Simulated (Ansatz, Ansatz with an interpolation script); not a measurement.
Rows from a G0W0 calculation on SiO2 (I-42d) (Ansatz 0.2.0; G0W0 on LDA, plane waves, PAW; PAW set soft_1; 6×6×6 mesh, 352 empty bands, screening to 150 eV, PAW set soft_1 files), in eV. Spin-orbit coupling is left out.

```
row  k  band   start       Σx  Σc at the solution      Vxc
  A  Γ    v3  -0.229  -26.071               4.214  -19.995
  B  Γ    c2   9.261   -5.601              -3.861  -11.236
  C  Γ    v5  -0.552  -25.852               4.024  -20.033
  D  Γ    v1   0.804  -26.317               4.070  -20.505
  E  Γ    c1   6.626   -7.169              -3.320  -11.967
  F  Γ    v4  -0.518  -25.920               4.047  -20.076
```

**Question.** Work out each quasiparticle level and how far it moved.

The quasiparticle equation reads E = start + Σx + Σc(E) − Vxc.

```
row  E (eV)  shift (eV)
  A  -2.091      −1.861
  B  11.036      +1.774
  C  -2.347      −1.795
  D  -0.938      −1.742
  E   8.104      +1.478
  F  -2.315      −1.797
```

Limits: not at the basis limit.

[Paths, hosts, dates, memory and timing lines, banners, echoed tables and standing remarks are left out of the program output.]

[Logs are printed without paths, hosts, clocks, repeated set-up lines and the standing remarks that a program may print on its own settings, such as how far it seeks lower states.]

[Runs of the session that timed out or met a known fault of the program may be left out.]

[Hosts, paths, dates, database ids (printed as entryN), source tags and the programs' standing remarks are cut or masked in the printed files.]
